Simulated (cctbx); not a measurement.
# Which space group?

Cell: a = 7.5340 Å, b = 7.5340 Å, c = 6.3620 Å, α = 90.00°, β = 90.00°, γ = 120.00°. Expected content of the cell: I2 Co2 O6 N6.

Simulated single-crystal data (cctbx): synchrotron X-rays, λ = 0.4959 Å, to d = 0.6 Å, 80 % of the full sphere, strongest reflection 40000 counts, noise from counting, a 6 % proportional error and a noise floor of 8 counts (s.d.); no absorption.

A first pass over the reflections prints:

```text
4904 reflections to d = 0.600 A
centring   violations  <I/sigma> of those
    A       2187 of  2472     12.9
    B       2143 of  2440     12.8
    C       2160 of  2470     12.9
    I       2171 of  2454     12.9
    R       2893 of  3305     12.9
    F       3245 of  3691     12.9
Laue class    unique    Rint  (classes that these axes allow; Friedel mates merged)
P -1             2927   0.038
P 1 1 2/m        1631   0.043
P -3             1026   0.047
P -3 1 m          572   0.049
P -3 m 1          606   0.049
P 6/m             554   0.050
P 6/m m m         353   0.050
space group    extra absences  I>4sigma  <I/sigma>
P 6 2 2                 0          0         -  acentric
P 63 2 2                8          0      -0.3  acentric
P 6 m m                 0          0         -  acentric
P 63 m c              245          0       0.0  acentric
P -6 m 2                0          0         -  acentric
P -6 2 m                0          0         -  acentric
P -6 2 c              245          0       0.0  acentric
P 6/m m m               0          0         -  centric
P 63/m m c            245          0       0.0  centric
Wilson B = 0.58 A^2   <|E^2-1|> = 0.665 (0.968 centric, 0.736 acentric)   E^2>4: 0.0 %
shell (A)         n   <I/sigma>
 6.53 - 1.20     59     37.6
 1.20 - 0.95     43     48.6
 0.95 - 0.83     44     43.4
 0.83 - 0.76     42     43.1
 0.76 - 0.70     42     45.6
 0.70 - 0.66     39     42.6
 0.66 - 0.63     40     46.1
 0.63 - 0.60     44     42.5
```

Q: Read the symmetry from these tables.

Every centring test has many violations, so the lattice is primitive.

Rint stays low (0.038 to 0.050) up to P 6/m m m, the highest class in these axes.

9 settings pass the absence test. The most absences obeyed, 245, belong to P 63 m c, P -6 2 c and P 63/m m c, which absences can't tell apart.

⟨|E²−1|⟩ = 0.665 leans to a non-centrosymmetric structure, or to twinning, which lowers it. The Wilson B of 0.58 Å² means U ≈ 0.0073 Å².

The true group is P6_3mc (no. 186), Laue class 6/mmm, non-centrosymmetric. The tables only narrow the choice to the tied entries; cell content, site symmetry and trial solutions must settle it.

The model was made for the exercise: a known structure type with other elements put in, its volume estimated, not relaxed; displacement parameters are assumed.

[Logs are printed without paths, hosts, clocks, repeated set-up lines and the standing remarks that a program may print on its own settings, such as how far it seeks lower states.]
